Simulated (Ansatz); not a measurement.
# The perfect GaP wire along [111], 14 atoms a period, H-terminated, part 2 of 2

Wanted: the relaxed geometry and the bands of the GaP wire along [111], 14 atoms a period, H-terminated.

Ansatz 0.2.0; DFT PBE, plane waves, PAW; relaxation of a wire's period; PAW set soft_1 (the session's first sound run).

So far. Step 2 (The relaxed wire): The cell's length comes to 9.520 Å with spin left out.

**3. The perfect wire**

This step: DFT PBE, plane waves, PAW; bands of a perfect wire; PAW set soft_1 (Ansatz 0.2.0).

At the relaxed period the bands are computed along the axis; those that cross an energy going forward count the channels that a perfect wire would open there.

File input.yaml:

```yaml
crystal:
  lattice:
    - [13.276, 0.0, 0.0]
    - [0.0, 14.137, 0.0]
    - [0.0, 0.0, 9.5204626527]
  atoms:
    - { symbol: Ga, position: [0.50001083, 0.505051287, 0.027843684] }
    - { symbol: P, position: [0.50001083, 0.504952594, 0.269431213] }
    - { symbol: H, position: [0.253440502, 0.483135914, 0.277542078] }
    - { symbol: H, position: [0.35669288, 0.315263884, 0.277680537] }
    - { symbol: H, position: [0.396777698, 0.716332169, 0.27752557] }
    - { symbol: H, position: [0.603243962, 0.716332169, 0.27752557] }
    - { symbol: H, position: [0.64332878, 0.315263884, 0.277680537] }
    - { symbol: H, position: [0.746581158, 0.483135914, 0.277542078] }
    - { symbol: Ga, position: [0.346529202, 0.421718433, 0.321919949] }
    - { symbol: Ga, position: [0.50001083, 0.671423269, 0.321908223] }
    - { symbol: Ga, position: [0.653492458, 0.421718433, 0.321919949] }
    - { symbol: P, position: [0.359279292, 0.428695833, 0.577259162] }
    - { symbol: P, position: [0.50001083, 0.657639635, 0.577236424] }
    - { symbol: P, position: [0.640742368, 0.428695833, 0.577259162] }
    - { symbol: H, position: [0.249253446, 0.640903877, 0.618386768] }
    - { symbol: H, position: [0.50001083, 0.233102227, 0.618472027] }
    - { symbol: H, position: [0.750768214, 0.640903877, 0.618386768] }
    - { symbol: H, position: [0.27377136, 0.382336125, 0.635756503] }
    - { symbol: H, position: [0.50001083, 0.750378224, 0.635668504] }
    - { symbol: H, position: [0.7262503, 0.382336125, 0.635756503] }
    - { symbol: Ga, position: [0.348248364, 0.587317874, 0.65613625] }
    - { symbol: Ga, position: [0.50001083, 0.340436728, 0.656184013] }
    - { symbol: Ga, position: [0.651773296, 0.587317874, 0.65613625] }
    - { symbol: P, position: [0.361104253, 0.58035824, 0.911375703] }
    - { symbol: P, position: [0.50001083, 0.354401525, 0.911393471] }
    - { symbol: P, position: [0.638917407, 0.58035824, 0.911375703] }
    - { symbol: H, position: [0.272598579, 0.540837724, 0.971277593] }
    - { symbol: H, position: [0.35329817, 0.672115488, 0.971217857] }
    - { symbol: H, position: [0.419305937, 0.302180062, 0.971277241] }
    - { symbol: H, position: [0.580715723, 0.302180062, 0.971277241] }
    - { symbol: H, position: [0.64672349, 0.672115488, 0.971217857] }
    - { symbol: H, position: [0.727423081, 0.540837724, 0.971277593] }
kpoints:
  mp_grid: { grid: [1, 1, 9] }
  band_path: { path: ["Γ", Z], npoints: 90 }
scf:
  occupations: { method: fermi_dirac, width: 0.05 }
hamiltonian:
  xc: pbe
  pseudopotentials: { kind: paw, azcp: { folder: soft_1 } }
output:
  dos: { e_range: [-5, 4] }
  write_potential: true
  write_density: true
  volumetric_format: npy
```

Launch:

```console
$ ansatz run input.yaml --threads 4 --pin off --max-ram 16384MiB --backend cpu --events-out ev --progress --plain --runs-dir out
```

Numbers of over 12 decimals in the logs are rounded to 6 here.

The program printed:

```text
[...]
Crystal: 32 atoms, lattice volume = 1786.827 Å³
Basis set: ecut = 420 eV, 34953 PW (Γ)
Bands: 104, of which v1, the nominal top of the filled ones, is band 72 counted from 1 (71 counted from 0)
Symmetry: 2 space group operations
[...]
k-points: 5 of 9 (time reversal used)
[...]
SCF iter   1: F=—  HF=-32064.516109 eV  |F-HF|=—  |Δ(HF+E_count)|=         —  Δρ=3.39e-2  dr2=1.94e1  ethr=3.10e-3  ⟨swp⟩=9.0  Hψ=2802  notcnv=0  defer=32
[...]
SCF iter  10: F=-32058.139788 eV  HF=-32058.139788 eV  |F-HF|=1.59e-8  |Δ(HF+E_count)|=   3.51e-7  Δρ=1.03e-6  dr2=2.48e-8  ethr=6.94e-11  ⟨swp⟩=18.8  Hψ=3547  notcnv=0
SCF 1 converged in 10 iterations: F = -32058.139788 eV  dr2 = 2.48e-8
[...]
NSCF: frozen V_eff on 91 k-points
WARN: The output density's exchange-correlation potential varies sharply where the density is thin. Do not read a vacuum level from v_tot or v_xc, or from such a field of the output density. On a cell that repeats whose density bears no net charge and no dipole along the vacuum's axis use v_es (v_loc + v_h of the components); under efield.dipole_correction with no amplitude use v_es + v_field, which holds any externa [...]
SCF converged after 10 iterations
Free energy (F): -32058.139788 eV
[...]
Internal energy: -32058.139788 eV  (E = F + TS)
E sigma→0 (E₀):  -32058.139788 eV
Fermi energy:    -2.061222 eV
[...]
--- Band table (eV; the first three rows and the last of 5) ---
  k-point 0: bands = [... 68 lower, -4.4648, -4.0228, -4.0225, -3.8975, -0.0547, -0.0018, -0.0010, 0.3003, ... 28 higher]
  k-point 1: bands = [... 68 lower, -4.4585, -4.0210, -4.0208, -3.9323, -0.0798, -0.0336, -0.0317, 0.3663, ... 28 higher]
  k-point 2: bands = [... 68 lower, -4.4426, -4.0356, -4.0161, -4.0158, -0.1358, -0.0657, -0.0629, 0.4206, ... 28 higher]
  k-point 4: bands = [... 68 lower, -4.3861, -4.3859, -4.0045, -4.0043, -0.2226, -0.0389, -0.0356, 0.1117, ... 28 higher]
```

Wall time 7.1 min (4 threads of Arm Neoverse V1, shared host); peak memory 9.2 GiB.

Numbers from this step:

```
band gap : 3.671 eV
```

Electronic bands along the path, in eV, zero at the Fermi level; v1 is the highest filled band, c1 the lowest empty one:

```tsv
point	v4	v3	v2	v1	c1	c2	c3	c4
Γ	-2.40	-1.96	-1.96	-1.84	2.01	2.06	2.06	2.36
halfway	-2.37	-2.01	-1.95	-1.95	1.91	1.99	2.00	2.44
Z	-2.32	-2.32	-1.94	-1.94	1.83	2.03	2.03	2.16
```

The gap is 3.67 eV, with spin left out.

The path shows an indirect gap of 3.67 eV (valence top at Γ, conduction bottom at Z). The least direct gap is 3.78 eV.

**4. Another level of theory, cutoff 500 eV, k-mesh 1×1×7**

This step: DFT r2SCAN, plane waves, PAW; bands of a perfect wire at the PBE geometry; PAW set soft_1 (Ansatz 0.2.0).

The atoms stay at the PBE geometry and the functional changes. r2SCAN also reads the kinetic-energy density; it often gives larger moments and wider gaps than PBE, at a higher cost. Against the first PBE run of this kind, the cutoff is 500 eV against 420 and the mesh along the wire has 7 points against 9.

input.yaml, as its differences from that of step 3:

```diff
@@ -39,3 +39,3 @@
 kpoints:
-  mp_grid: { grid: [1, 1, 9] }
+  mp_grid: { grid: [1, 1, 7] }
   band_path: { path: ["Γ", Z], npoints: 90 }
@@ -44,8 +44,3 @@
 hamiltonian:
-  xc: pbe
+  xc: r2scan
   pseudopotentials: { kind: paw, azcp: { folder: soft_1 } }
-output:
-  dos: { e_range: [-5, 4] }
-  write_potential: true
-  write_density: true
-  volumetric_format: npy
```

The program printed:

```text
[...]
Crystal: 32 atoms, lattice volume = 1786.827 Å³
Basis set: ecut = 500 eV, 45385 PW (Γ), exchange–correlation on 400×432×288 points (64 copies of the dense FFT grid, shifted against one another)
Bands: 104, of which v1, the nominal top of the filled ones, is band 72 counted from 1 (71 counted from 0)
Symmetry: 2 space group operations
[...]
k-points: 4 of 7 (time reversal used)
[...]
SCF iter   1: F=—  HF=-32139.330946 eV  |F-HF|=—  |Δ(HF+E_count)|=         —  Δρ=3.34e-2  dr2=1.77e1  dr2_τ=2.57e-1  ethr=3.10e-3  ⟨swp⟩=9.5  Hψ=2278  notcnv=0  defer=22
[...]
SCF iter  10: F=-32135.272700 eV  HF=-32135.272700 eV  |F-HF|=4.37e-8  |Δ(HF+E_count)|=   3.86e-7  Δρ=9.44e-7  dr2=1.44e-8  dr2_τ=3.85e-10  ethr=6.94e-11  ⟨swp⟩=20.5  Hψ=2780  notcnv=0
SCF 1 converged in 10 iterations: F = -32135.272700 eV  dr2 = 1.44e-8
[...]
SCF converged after 10 iterations
Free energy (F): -32135.272700 eV
[...]
Internal energy: -32135.272700 eV  (E = F + TS)
E sigma→0 (E₀):  -32135.272700 eV
Fermi energy:    -2.087994 eV
[...]
--- Band table (eV) ---
  k-point 0: bands = [... 68 lower, -4.7470, -4.2664, -4.2663, -4.1086, 0.1432, 0.1433, 0.1449, 0.4861, ... 28 higher]
  k-point 1: bands = [... 68 lower, -4.7352, -4.2633, -4.2632, -4.1692, 0.0987, 0.1074, 0.1082, 0.5790, ... 28 higher]
  k-point 2: bands = [... 68 lower, -4.6669, -4.3471, -4.2552, -4.2551, 0.0107, 0.0928, 0.0943, 0.5458, ... 28 higher]
  k-point 3: bands = [... 68 lower, -4.6352, -4.6145, -4.2474, -4.2473, -0.0507, 0.1192, 0.1208, 0.3482, ... 28 higher]
```

The job ended after 12 min (4 threads; peak memory 14 GiB).

Numbers from this step:

* band gap: 4.049 eV

The electronic bands at the labelled points (eV, zero at the Fermi level; v1 is the highest filled band, c1 the lowest empty one):

```tsv
point	v4	v3	v2	v1	c1	c2	c3	c4
Γ	-2.66	-2.18	-2.18	-2.02	2.23	2.23	2.23	2.57
halfway	-2.59	-2.20	-2.17	-2.17	2.12	2.18	2.18	2.70
Z	-2.54	-2.54	-2.16	-2.16	2.03	2.21	2.22	2.41
```

The gap is 4.05 eV, against 3.67 eV under PBE at the relaxed period.

**5. Levels at the same atoms, level HSE06, cutoff 420 eV**

This step: DFT HSE06, plane waves, PAW; levels of a perfect wire at the PBE geometry; PAW set soft_1 (Ansatz 0.2.0).

The atoms stay at the PBE geometry and the functional changes. HSE06 mixes in a quarter of short-range exact exchange, which removes part of the self-interaction that closes gaps; it is dear, so the mesh is thinner and no path is run. Against the first PBE run of this kind, the mesh along the wire has 4 points against 9.

input.yaml, as its differences from that of step 4:

```diff
@@ -39,4 +39,3 @@
 kpoints:
-  mp_grid: { grid: [1, 1, 7] }
-  band_path: { path: ["Γ", Z], npoints: 90 }
+  mp_grid: { grid: [1, 1, 4] }
 scf:
@@ -44,3 +43,3 @@
 hamiltonian:
-  xc: r2scan
+  xc: hse06
   pseudopotentials: { kind: paw, azcp: { folder: soft_1 } }
```

The program printed:

```text
[...]
Crystal: 32 atoms, lattice volume = 1786.827 Å³
Basis set: ecut = 420 eV, 34953 PW (Γ)
Bands: 104, of which v1, the nominal top of the filled ones, is band 72 counted from 1 (71 counted from 0)
Symmetry: 2 space group operations
[...]
k-points: 3 of 4 (time reversal used)
[...]
Internal energy: -32065.915243 eV  (E = F + TS)
E sigma→0 (E₀):  -32065.915243 eV
Fermi energy:    -2.146070 eV
[...]
--- Band table (eV) ---
  k-point 0: bands = [... 68 lower, -5.1652, -4.6555, -4.6553, -4.4400, 0.3602]
  k-point 1: bands = [... 68 lower, -5.0590, -4.6446, -4.6444, -4.6346, 0.2499]
  k-point 2: bands = [... 68 lower, -5.0091, -5.0084, -4.6307, -4.6305, 0.1655]
  guard bands above this table: 31 of the run's 104 bands. The solve was not asked for them (output.publish_guard_bands: true or output.eigenvalues: true publishes all)
[key lines of the parts left out:]
Free energy (F): -32065.915243 eV
```

Wall time 12 min (4 threads); peak memory 6 GiB.

This step gave:

```
band gap : 4.606 eV
```

The gap is 4.61 eV, against 3.67 eV under PBE at the relaxed period.

**6. What came out**

```json
{
 "cell length, PBE": "9.520 Å",
 "gap, PBE": "3.67 eV",
 "gap, r2SCAN": "4.05 eV",
 "gap, HSE06": "4.61 eV"
}
```

**Reading.** Under PBE the cell's length is 9.52 Å, and a gap of 3.67 eV makes it a semiconductor. At the relaxed period the wire is gapped under every functional, from 3.67 eV (PBE) to 4.61 eV (HSE06). Weak screening in one dimension makes quasiparticle gaps larger than the semilocal gaps, as a rule. Plain hydrogen on a compound's surface is a simple closure: it may leave surface states, and facets that end in unlike atoms put a field across the wire, both of which shrink the gap. A hybrid's gap is read on a coarse mesh, without a band path.

[Logs are printed without paths, hosts, clocks, repeated set-up lines and the standing remarks that a program may print on its own settings, such as how far it seeks lower states.]

[Hosts, paths, dates, database ids (printed as entryN), source tags and the programs' standing remarks are cut or masked in the printed files.]
